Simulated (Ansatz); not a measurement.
**P on Pt(100): change of the work function**

Aim: the work function of Pt(100) at several coverages of P (hollow site), and the dipole that each adsorbate carries.

Calculated with Ansatz 0.2.0; plane-wave DFT, PBE, Ansatz PAW.

Report form: inputs, costs, results and the conclusion, without the logs.

## 1. Set-up

The cell holds 4 atoms: 4 Pt. Cell: a = 2.772 Å, b = 2.772 Å, c = 23.880 Å, α = 90.0°, β = 90.0°, γ = 90.0°. Vacuum lies along c.

## 2. The clean slab

The bare slab comes first, as the zero from which every change is counted. The two lowest layers are held at bulk places and the upper ones relax. The dipole correction removes the false field that a one-sided slab makes across the periodic vacuum, so each face gets a flat vacuum level of its own.

File input.yaml:

```yaml
crystal:
  lattice:
    - [2.7718585823, 0.0, 0.0]
    - [0.0, 2.7718585823, 0.0]
    - [0.0, 0.0, 23.88]
  atoms:
    - { symbol: Pt, position: [0.5, 0.5, 0.3768844221] }
    - { symbol: Pt, position: [0.0, 0.0, 0.458961474] }
    - { symbol: Pt, position: [0.5, 0.5, 0.541038526] }
    - { symbol: Pt, position: [0.0, 0.0, 0.6231155779] }
kpoints:
  mp_grid: { grid: [12, 12, 1] }
hamiltonian:
  xc: pbe
scf:
  occupations: { method: fermi_dirac, width: 0.1 }
  convergence: { dr2_threshold: 1.0e-08 }
efield:
  axis: 3
  dipole_correction: true
  ramp_position: 0.97
  ramp_width: 0.06
relax:
  f_tol: 0.02
  max_steps: 60
  constraints: [{ sites: [0, 1] }]
output:
  write_potential: true
  write_density: true
  volumetric_format: npy
```

On the command line:

```bash
$ ansatz run input.yaml --threads 4 --pin off --max-ram 16384MiB --backend cpu --events-out ev --progress --plain --runs-dir out
```

Wall time 27 s (4 threads of Arm Neoverse V1, shared host); peak memory 0.54 GiB; 1.7 min of CPU time.

The steps of the relaxation:

```
step  energy less that of the first step (eV)  largest force component (eV/Å)
   1                                   0.0000                          0.2113
   2                                   0.0000                          0.1645
   3                                  -0.0077                          0.0265
   4                                  -0.0078                          0.0008
```

The run keeps the 8 symmetry operations that the program found, so distortions that break them were not tested.

The atoms that moved most (Å):

| atom | dx | dy | dz | length |
| --- | --- | --- | --- | --- |
| Pt4 | 0.000 | 0.000 | 0.058 | 0.058 |
| Pt3 | 0.000 | 0.000 | 0.045 | 0.045 |

Read from the output:

```
energy at zero smearing   : -50090.3311 eV
work function, upper face : 5.655 eV
dipole along the normal   : -1.31e-4 e·Å
```

Running mean over 1.96 Å of the planar mean; the ramp of the sawtooth is left out. The electron's electrostatic potential energy less the Fermi level by z:

```
z (Å)  electron's electrostatic potential energy less the Fermi level (eV)
  3.0                                                                 5.65
  3.5                                                                 5.65
  4.0                                                                 5.65
  4.5                                                                 5.65
  5.0                                                                 5.65
  5.5                                                                 5.64
  6.0                                                                 5.61
  6.5                                                                 5.48
  7.0                                                                 4.96
  7.5                                                                 2.59
  8.0                                                                -3.03
  8.5                                                                -8.79
  9.0                                                                -11.3
  9.5                                                                -11.8
 10.0                                                                -12.0
 10.5                                                                -12.1
 11.0                                                                -12.1
 11.5                                                                -11.9
 12.0                                                                -11.7
 12.5                                                                -11.9
 13.0                                                                -12.1
 13.5                                                                -12.0
 14.0                                                                -11.8
 14.5                                                                -11.7
 15.0                                                                -11.1
 15.5                                                                -8.20
 16.0                                                                -2.23
 16.5                                                                 3.06
 17.0                                                                 5.07
 17.5                                                                 5.51
 18.0                                                                 5.62
 18.5                                                                 5.65
 19.0                                                                 5.65
 19.5                                                                 5.65
 20.0                                                                 5.66
 20.5                                                                 5.66
```

The relaxation took 4 steps and lowered the energy by 0.0078 eV; the largest force on the free atoms ends at 8.2e-4 eV/Å.

The work function of the upper face is 5.66 eV.

## 3. Adsorbate added, k-mesh 4×4×1, coverage 0.111 ML

System of this step: PPt36 (P/Pt(100)). The cell holds 37 atoms: 36 Pt and 1 P. Its edges and angles: a = 8.316 Å, b = 8.316 Å, c = 25.495 Å, α = 90.0°, β = 90.0°, γ = 90.0°. Vacuum lies along c.

The clean slab as it ended is repeated in the plane and the adsorbate is set on one face; the cell's size fixes the coverage, and the k-mesh shrinks with it to keep the sampling density about even. Adsorbate and upper layers relax, since the dipole depends on the height.

File input.yaml:

```yaml
crystal:
  lattice:
    - [8.3155757469, 0.0, 0.0]
    - [0.0, 8.3155757469, 0.0]
    - [0.0, 0.0, 25.495063319]
  atoms:
    - { symbol: Pt, position: [0.1666666667, 0.1666666667, 0.3530095175] }
    - { symbol: Pt, position: [0.0, 0.0, 0.4298871457] }
    - { symbol: Pt, position: [0.1666666667, 0.1666666667, 0.5085321066] }
    - { symbol: Pt, position: [0.0, 0.0, 0.5859367241] }
    - { symbol: Pt, position: [0.1666666667, 0.5, 0.3530095175] }
    - { symbol: Pt, position: [0.0, 0.3333333333, 0.4298871457] }
    - { symbol: Pt, position: [0.1666666667, 0.5, 0.5085321066] }
    - { symbol: Pt, position: [0.0, 0.3333333333, 0.5859367241] }
[... 25 atom lines left out ...]
    - { symbol: Pt, position: [0.6666666667, 0.6666666667, 0.4298871457] }
    - { symbol: Pt, position: [0.8333333333, 0.8333333333, 0.5085321066] }
    - { symbol: Pt, position: [0.6666666667, 0.6666666667, 0.5859367241] }
    - { symbol: P, position: [0.1666666667, 0.1666666667, 0.6469904825] }
kpoints:
  mp_grid: { grid: [4, 4, 1] }
hamiltonian:
  xc: pbe
scf:
  occupations: { method: fermi_dirac, width: 0.1 }
  convergence: { dr2_threshold: 1.0e-08 }
efield:
  axis: 3
  dipole_correction: true
  ramp_position: 0.97
  ramp_width: 0.06
relax:
  f_tol: 0.02
  max_steps: 60
  constraints:
    - { sites: [0, 1, 4, 5, 8, 9, 12, 13, 16, 17, 20, 21, 24, 25, 28, 29, 32, 33] }
output:
  write_potential: true
  write_density: true
  volumetric_format: npy
```

Run time: 16 min. Hardware: 4 threads; peak memory 12 GiB; 62 min of CPU time.

Relaxation path:

```csv
step,energy less that of the first step (eV),largest force component (eV/Å)
1,0.0000,2.4565
2,-0.4940,1.0076
3,-0.5540,0.3384
4,-0.5716,0.0154
```

Forces are held to the 8 operations that the program found; a distortion that breaks them can't arise in this run.

The atoms that moved most (Å):

```csv
atom,dx,dy,dz,length
P37,0.000,0.000,-0.296,0.296
Pt4,-0.043,-0.043,0.123,0.137
Pt16,0.043,-0.043,0.123,0.137
Pt8,-0.043,0.043,0.123,0.137
Pt20,0.043,0.043,0.123,0.137
Pt15,-0.010,0.000,0.011,0.015
Pt7,0.000,-0.010,0.011,0.015
Pt27,0.010,0.000,0.011,0.015
```

The relaxed structure:

```cif
data_structure
_symmetry_space_group_name_H-M 'P 1'
_symmetry_Int_Tables_number 1
_cell_length_a 8.3156
_cell_length_b 8.3156
_cell_length_c 25.4951
_cell_angle_alpha 90.000
_cell_angle_beta 90.000
_cell_angle_gamma 90.000
_cell_volume 1762.95
loop_
_atom_site_label
_atom_site_type_symbol
_atom_site_fract_x
_atom_site_fract_y
_atom_site_fract_z
_atom_site_occupancy
Pt1 Pt 0.16667 0.16667 0.35301 1
Pt2 Pt 0.00000 0.00000 0.42989 1
Pt3 Pt 0.16667 0.16667 0.50832 1
Pt4 Pt 0.99484 0.99484 0.59075 1
Pt5 Pt 0.16667 0.50000 0.35301 1
Pt6 Pt 0.00000 0.33333 0.42989 1
Pt7 Pt 0.16667 0.49876 0.50896 1
Pt8 Pt 0.99484 0.33850 0.59075 1
Pt9 Pt 0.16667 0.83333 0.35301 1
Pt10 Pt 0.00000 0.66667 0.42989 1
Pt11 Pt 0.16667 0.83457 0.50896 1
Pt12 Pt 0.99955 0.66667 0.58602 1
Pt13 Pt 0.50000 0.16667 0.35301 1
Pt14 Pt 0.33333 0.00000 0.42989 1
Pt15 Pt 0.49876 0.16667 0.50896 1
Pt16 Pt 0.33850 0.99484 0.59075 1
Pt17 Pt 0.50000 0.50000 0.35301 1
Pt18 Pt 0.33333 0.33333 0.42989 1
Pt19 Pt 0.49937 0.49937 0.50861 1
Pt20 Pt 0.33850 0.33850 0.59075 1
Pt21 Pt 0.50000 0.83333 0.35301 1
Pt22 Pt 0.33333 0.66667 0.42989 1
Pt23 Pt 0.49937 0.83396 0.50861 1
Pt24 Pt 0.33379 0.66667 0.58602 1
Pt25 Pt 0.83333 0.16667 0.35301 1
Pt26 Pt 0.66667 0.00000 0.42989 1
Pt27 Pt 0.83457 0.16667 0.50896 1
Pt28 Pt 0.66667 0.99955 0.58602 1
Pt29 Pt 0.83333 0.50000 0.35301 1
Pt30 Pt 0.66667 0.33333 0.42989 1
Pt31 Pt 0.83396 0.49937 0.50861 1
Pt32 Pt 0.66667 0.33379 0.58602 1
Pt33 Pt 0.83333 0.83333 0.35301 1
Pt34 Pt 0.66667 0.66667 0.42989 1
Pt35 Pt 0.83396 0.83396 0.50861 1
Pt36 Pt 0.66667 0.66667 0.58615 1
P37 P 0.16667 0.16667 0.63538 1
```

Numbers from this step:

```yaml
energy_at_zero_smearing: -451571.5413 eV
work_function_upper_face: 5.545 eV
work_function_lower_face: 5.664 eV
dipole_along_the_normal: 0.04528 e·Å
step_between_the_vacuum_levels: -0.1185 eV
```

Running mean over 1.96 Å of the planar mean; the ramp of the sawtooth is left out. The electron's electrostatic potential energy less the Fermi level by z:

| z (Å) | electron's electrostatic potential energy less the Fermi level (eV) |
| --- | --- |
| 3.0 | 5.66 |
| 3.5 | 5.66 |
| 4.0 | 5.66 |
| 4.5 | 5.66 |
| 5.0 | 5.66 |
| 5.5 | 5.65 |
| 6.0 | 5.62 |
| 6.5 | 5.50 |
| 7.0 | 4.96 |
| 7.5 | 2.62 |
| 8.0 | -3.03 |
| 8.5 | -8.80 |
| 9.0 | -11.3 |
| 9.5 | -11.8 |
| 10.0 | -12.0 |
| 10.5 | -12.1 |
| 11.0 | -12.1 |
| 11.5 | -11.8 |
| 12.0 | -11.6 |
| 12.5 | -11.8 |
| 13.0 | -12.0 |
| 13.5 | -11.6 |
| 14.0 | -11.2 |
| 14.5 | -11.4 |
| 15.0 | -11.7 |
| 15.5 | -9.67 |
| 16.0 | -4.23 |
| 16.5 | 1.33 |
| 17.0 | 4.01 |
| 17.5 | 5.01 |
| 18.0 | 5.41 |
| 18.5 | 5.51 |
| 19.0 | 5.54 |
| 19.5 | 5.54 |
| 20.0 | 5.54 |
| 20.5 | 5.54 |
| 21.0 | 5.55 |
| 21.5 | 5.55 |
| 22.0 | 5.55 |
| 22.5 | 5.55 |

The relaxation took 4 steps and lowered the energy by 0.57 eV; the largest force on the free atoms ends at 0.015 eV/Å.

The covered face has 5.55 eV, -0.11 eV against the clean one; the bare back face has moved by +0.01 eV, a measure of how thin the slab is.

## 4. Adsorbate added, k-mesh 6×6×1, coverage 0.25 ML

System of this step: PPt16 (P/Pt(100)). The cell holds 17 atoms: 16 Pt and 1 P. Cell: a = 5.544 Å, b = 5.544 Å, c = 25.495 Å, α = 90.0°, β = 90.0°, γ = 90.0°. Vacuum lies along c.

Another coverage, to see how the dipoles act on each other as their distance changes.

File input.yaml:

```yaml
crystal:
  lattice:
    - [5.5437171646, 0.0, 0.0]
    - [0.0, 5.5437171646, 0.0]
    - [0.0, 0.0, 25.495063319]
  atoms:
    - { symbol: Pt, position: [0.25, 0.25, 0.3530095175] }
    - { symbol: Pt, position: [0.0, 0.0, 0.4298871457] }
    - { symbol: Pt, position: [0.25, 0.25, 0.5085321066] }
    - { symbol: Pt, position: [0.0, 0.0, 0.5859367241] }
    - { symbol: Pt, position: [0.25, 0.75, 0.3530095175] }
    - { symbol: Pt, position: [0.0, 0.5, 0.4298871457] }
    - { symbol: Pt, position: [0.25, 0.75, 0.5085321066] }
    - { symbol: Pt, position: [0.0, 0.5, 0.5859367241] }
    - { symbol: Pt, position: [0.75, 0.25, 0.3530095175] }
    - { symbol: Pt, position: [0.5, 0.0, 0.4298871457] }
    - { symbol: Pt, position: [0.75, 0.25, 0.5085321066] }
    - { symbol: Pt, position: [0.5, 0.0, 0.5859367241] }
    - { symbol: Pt, position: [0.75, 0.75, 0.3530095175] }
    - { symbol: Pt, position: [0.5, 0.5, 0.4298871457] }
    - { symbol: Pt, position: [0.75, 0.75, 0.5085321066] }
    - { symbol: Pt, position: [0.5, 0.5, 0.5859367241] }
    - { symbol: P, position: [0.25, 0.25, 0.6469904825] }
kpoints:
  mp_grid: { grid: [6, 6, 1] }
hamiltonian:
  xc: pbe
scf:
  occupations: { method: fermi_dirac, width: 0.1 }
  convergence: { dr2_threshold: 1.0e-08 }
efield:
  axis: 3
  dipole_correction: true
  ramp_position: 0.97
  ramp_width: 0.06
relax:
  f_tol: 0.02
  max_steps: 60
  constraints: [{ sites: [0, 1, 4, 5, 8, 9, 12, 13] }]
output:
  dos: { projected: true, e_range: [-8, 4] }
  write_potential: true
  write_density: true
  volumetric_format: npy
  elf: true
```

Elapsed: 4.6 min, on 4 threads; peak memory 3.4 GiB; 18 min of CPU time.

The steps of the relaxation:

```
step  energy less that of the first step (eV)  largest force component (eV/Å)
   1                                   0.0000                          2.4142
   2                                  -0.4495                          0.9135
   3                                  -0.5093                          0.2764
   4                                  -0.5229                          0.0284
   5                                  -0.5230                          0.0033
```

Forces are held to the 8 operations that the program found; a distortion that breaks them can't arise in this run.

The atoms that moved most (Å):

```csv
atom,dx,dy,dz,length
P17,0.000,0.000,-0.247,0.247
Pt16,0.024,0.024,0.113,0.118
Pt12,0.024,-0.024,0.113,0.118
Pt8,-0.024,0.024,0.113,0.118
Pt4,-0.024,-0.024,0.113,0.118
Pt3,0.000,0.000,-0.034,0.034
Pt15,0.000,0.000,0.033,0.033
Pt11,0.000,0.000,0.020,0.020
```

Final coordinates:

```
Pt P
1.0
     5.54372    0.00000    0.00000
     0.00000    5.54372    0.00000
     0.00000    0.00000   25.49506
Pt P
16 1
Direct
  0.25000 0.25000 0.35301
  0.00000 0.00000 0.42989
  0.25000 0.25000 0.50721
  0.99568 0.99568 0.59037
  0.25000 0.75000 0.35301
  0.00000 0.50000 0.42989
  0.25000 0.75000 0.50932
  0.99568 0.50432 0.59037
  0.75000 0.25000 0.35301
  0.50000 0.00000 0.42989
  0.75000 0.25000 0.50932
  0.50432 0.99568 0.59037
  0.75000 0.75000 0.35301
  0.50000 0.50000 0.42989
  0.75000 0.75000 0.50983
  0.50432 0.50432 0.59037
  0.25000 0.25000 0.63729
```

This step gave:

| Quantity | Value |
| --- | --- |
| energy at zero smearing | -201119.8583 eV |
| work function, upper face | 5.388 eV |
| work function, lower face | 5.658 eV |
| dipole along the normal | 0.04591 e·Å |
| step between the vacuum levels | -0.2703 eV |

The density of states has structure finer than the step of the table below, so its rows give means over 0.25 eV. Peaks (eV: height): -4.720: 44.9, -4.540: 39.5, -4.390: 40.6, -3.610: 37.7, -3.160: 51.6, -2.920: 83.1, -2.110: 39.3.

Table of density of states by energy, zero at the Fermi level; means over each step:

| energy (eV) | density of states (states/eV a cell) |
| --- | --- |
| -7.75 | 1.23 |
| -7.50 | 1.67 |
| -7.25 | 4.62 |
| -7.00 | 4.64 |
| -6.75 | 6.91 |
| -6.50 | 9.74 |
| -6.25 | 14.3 |
| -6.00 | 18.2 |
| -5.75 | 23.0 |
| -5.50 | 23.8 |
| -5.25 | 16.7 |
| -5.00 | 17.2 |
| -4.75 | 21.4 |
| -4.50 | 22.8 |
| -4.25 | 23.3 |
| -4.00 | 24.3 |
| -3.75 | 22.0 |
| -3.50 | 23.6 |
| -3.25 | 39.6 |
| -3.00 | 31.7 |
| -2.75 | 17.9 |
| -2.50 | 24.4 |
| -2.25 | 27.9 |
| -2.00 | 27.7 |
| -1.75 | 23.4 |
| -1.50 | 26.3 |
| -1.25 | 28.1 |
| -1.00 | 28.3 |
| -0.75 | 28.2 |
| -0.50 | 26.0 |
| -0.25 | 23.6 |
| 0.00 | 29.5 |
| 0.25 | 14.9 |
| 0.50 | 11.2 |
| 0.75 | 6.14 |
| 1.00 | 6.57 |
| 1.25 | 5.83 |
| 1.50 | 5.07 |
| 1.75 | 4.91 |

Projected DOS per atom over height of the atomic layer and energy from the Fermi level. Layers: Pt4 Pt4 Pt4 Pt4 P from below.

Values in states/eV, 22 rows by 5 columns, each cell a mean:
```
0.22 0.22 0.24 0.26 0.50
0.26 0.23 0.22 0.33 0.72
0.39 0.29 0.30 0.31 0.58
0.72 0.69 0.72 0.59 0.62
1.77 1.88 1.67 0.93 0.44
1.97 1.68 1.53 1.41 0.43
2.28 1.25 1.40 1.71 0.37
2.09 1.11 1.46 1.92 0.41
1.84 1.17 1.27 1.81 0.49
2.29 0.96 1.41 1.98 0.57
1.48 1.02 1.03 1.69 0.52
2.16 2.31 2.00 1.89 0.47
1.18 1.32 1.62 1.45 0.38
1.20 1.42 1.74 1.49 0.40
1.04 1.25 1.36 1.44 0.73
0.87 1.26 1.04 1.06 0.59
0.97 1.97 1.47 1.04 0.83
0.73 1.77 1.43 0.82 0.72
0.32 0.88 0.83 0.48 0.38
0.18 0.47 0.44 0.33 0.26
0.12 0.25 0.29 0.17 0.13
0.03 0.13 0.12 0.04 0.02
```
Columns: height of the atomic layer (Å) from 9 to 16.2 (not evenly spaced); rows upwards: energy from the Fermi level (eV) from -7.96 to 1.95.

Electrostatic potential energy in the ca plane at fractional y = 0.250, with atoms of Pt and P within 0.2 Å of it. With pseudopotentials it is smooth inside the atoms' cores, unlike the true potential.

Values in eV, 8 rows by 16 columns, each cell a mean:
```
  4 -16   1   4   2 -16   1   5   7   8   9   9   9   9   9   9
-11 -66 -15   6 -11 -66 -16   7   8   9   9   9   9   9   9   9
 -7 -56 -11   6  -7 -57 -11   7   8   9   9   9   9   9   9   9
  6  -4   4   3   4  -4   4   4   6   8   9   9   9   9   9   9
  4 -16   1   4   1 -16   2   4  -6   0   8   9   9   9   9   9
-11 -66 -15   6 -14 -66 -13   2 -49 -25   8   9   9   9   9   9
 -6 -56 -11   6 -10 -57  -8   3 -38 -18   8   9   9   9   9   9
  6  -4   4   3   4  -4   4   3   0   4   9   9   9   9   9   9
```
Columns run along c (16.0 Å, from fractional 0.30 to 0.93 of the cell; values clipped at the 3rd and 97th percentile), rows up along a (5.5 Å). Atoms in or near the plane, at fractional coordinates: Pt at (0.35, 0.25), Pt at (0.51, 0.25), Pt at (0.35, 0.75), Pt at (0.51, 0.75), P at (0.64, 0.25).

ELF in the ca plane at fractional y = 0.250, with atoms of Pt and P within 0.2 Å of it. It is the smooth field of the valence electrons, not physical close to the nuclei.

Ten even steps from '0' (0.00) to '9' (0.95), each cell a mean:
```
22332222222222232222222221110000000000000000
22345422222223454222222110000000000000000000
23566642111235666422111100000000000000000000
24677652111236776421111000000000000000000000
23566642111235666422111100000000000000000000
22345422222223454222222110000000000000000000
22332222222222232222222221110000000000000000
12332222222222222222233445432100000000000000
22333222222222332222235678876420000000000000
23466532211234665321246548998631000000000000
24677642111246776421244005999742000000000000
24677642111246776421244005999742000000000000
23466532211234665321246558998631000000000000
22333222222222332222235677876320000000000000
12332222222222222222233444432100000000000000
```
Columns run along c (16.0 Å, from fractional 0.30 to 0.93 of the cell), rows up along a (5.5 Å). Atoms in or near the plane, at fractional coordinates: Pt at (0.35, 0.25), Pt at (0.51, 0.25), Pt at (0.35, 0.75), Pt at (0.51, 0.75), P at (0.64, 0.25).

Valence density in the ca plane at fractional y = 0.250, with atoms of Pt and P within 0.2 Å of it. It is the smooth field of the valence electrons, not physical close to the nuclei.

Values in units of 1e0 e/Å³, 8 rows by 16 columns, each cell a mean:
```
0.3 1.4 0.4 0.3 0.4 1.4 0.4 0.3 0.1 0.0 0.0 0.0 0.0 0.0 0.0 0.0
1.2 8.4 1.6 0.2 1.2 8.3 1.6 0.1 0.1 0.0 0.0 0.0 0.0 0.0 0.0 0.0
0.9 6.2 1.2 0.2 0.9 6.2 1.2 0.2 0.1 0.0 0.0 0.0 0.0 0.0 0.0 0.0
0.2 0.7 0.3 0.3 0.3 0.7 0.3 0.3 0.2 0.0 0.0 0.0 0.0 0.0 0.0 0.0
0.3 1.4 0.4 0.3 0.4 1.4 0.4 0.3 0.5 0.3 0.0 0.0 0.0 0.0 0.0 0.0
1.2 8.4 1.6 0.2 1.5 8.4 1.3 0.3 0.4 0.5 0.1 0.0 0.0 0.0 0.0 0.0
0.9 6.2 1.2 0.2 1.1 6.2 1.0 0.3 0.5 0.5 0.1 0.0 0.0 0.0 0.0 0.0
0.2 0.7 0.3 0.3 0.3 0.7 0.3 0.3 0.4 0.2 0.0 0.0 0.0 0.0 0.0 0.0
```
Columns run along c (16.0 Å, from fractional 0.30 to 0.93 of the cell), rows up along a (5.5 Å). Atoms in or near the plane, at fractional coordinates: Pt at (0.35, 0.25), Pt at (0.51, 0.25), Pt at (0.35, 0.75), Pt at (0.51, 0.75), P at (0.64, 0.25).

The relaxation took 5 steps and lowered the energy by 0.52 eV; the largest force on the free atoms ends at 0.0033 eV/Å.

By hand: a sheet of dipoles makes a step −p/(ε₀A) in the electron's potential. With e/ε₀ = 180.95 V·Å, p = 0.04591 e·Å and A = 30.73 Å², that is −180.95 × (0.04591) / 30.73 = -0.270 eV, and the two vacuum levels of the run differ by -0.270 eV.

The covered face has 5.39 eV, -0.27 eV against the clean one; the bare back face has moved by +0.01 eV, a measure of how thin the slab is.

(Continued in part 2 of 2.)

[Long decimals in the printed logs are rounded to 6 places.]

[Logs are printed without paths, hosts, clocks, repeated set-up lines and the standing remarks that a program may print on its own settings, such as how far it seeks lower states.]

[Hosts, paths, dates, database ids (printed as entryN), source tags and the programs' standing remarks are cut or masked in the printed files.]

[Maps of the electrostatic potential energy from Ansatz leave out the sawtooth potential of an applied field or a dipole correction, so their vacuum need not be flat; planar profiles and work functions include it.]

[The density of states shown here was stored with 400 of the rows of the run's finer table, so its peaks can read low, often by over a quarter, or be missed, and its means over a window can be off by a tenth or more.]
